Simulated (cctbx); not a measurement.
## YTm2Mn2GaSn6: precision against data quality

Space group Pbam (no. 55), a = 10.3670 Å, b = 11.5410 Å, c = 9.1350 Å, α = 90.00°, β = 90.00°, γ = 90.00°.

```
atom  mult.       x       y       z  Ueq (Å²)
 Tm1      8  0.3292  0.0402  0.2373    0.0037
 Sn1      4  0.8716  0.8985       0    0.0037
 Sn2      4  0.8704  0.9133     1/2    0.0056
 Sn3      4  0.9569  0.6219       0    0.0029
 Sn4      4  0.9536  0.6328     1/2    0.0030
 Sn5      8  0.3342  0.3191  0.3376    0.0015
  Y1      4  0.6678  0.6828       0    0.0025
 Ga1      4       0       0     1/4    0.0039
 Mn1      8  0.0844  0.2399  0.2445    0.0033
```

The model was made for the exercise: a known structure type with other elements put in, its volume estimated, not relaxed; displacement parameters are assumed.

Five simulated data sets (cctbx; Mo Kα, λ = 0.71073 Å; 4 % proportional error) differ in resolution or exposure (noise floor 4 counts in the first three, 8 in the last two). Each is refined with the right model, isotropic at 1.1 Å and anisotropic otherwise. How do the figures of merit and the uncertainties move?

```
d min (Å)  top counts  ⟨I/σ⟩ (unmerged, absences included)  unique  param. (scale apart)   Rint      R1  GooF  largest s.u. xyz (fractional)  s.u. U of Mn1 (Å²)  largest error (Å)
      1.1       40000                                 12.0     472                    29  0.033  0.0146  1.26                        0.00013              0.0004             0.0020
     0.84       40000                                 12.6    1032                    62  0.033  0.0114  0.93                        0.00006              0.0003             0.0007
      0.6       40000                                 10.6    2767                    62  0.037  0.0140  0.92                        0.00004              0.0001             0.0010
     0.75         300                                  0.6    1430                    62  0.550  0.1063  0.90                        0.00224              0.0052             0.0219
     0.75        3000                                  3.4    1430                    62  0.116  0.0373  0.91                        0.00032              0.0009             0.0040
```

The number of reflections grows roughly as 1/d³: 472, 1032 and 2767 here. R1 follows the noise rather than the truth: at 300 counts it is 0.1063, at 3000 counts 0.0373, while GooF is 0.90 and 0.91: the weights 1/σ² carry the noise. The s.u. of U (U11 where anisotropic) for Mn1 goes 0.0004, 0.0003, 0.0001 Å² with resolution and 0.0052, 0.0009 Å² with exposure.

The 1.1 Å row also differs in its displacement model, so it isn't a clean test of resolution.

Hardware for the 0.6 Å refinement: 0.45 s on 1 thread of Arm Neoverse V2 (shared host), peak memory 0.09 GiB.

[Logs are printed without paths, hosts, clocks, repeated set-up lines and the standing remarks that a program may print on its own settings, such as how far it seeks lower states.]
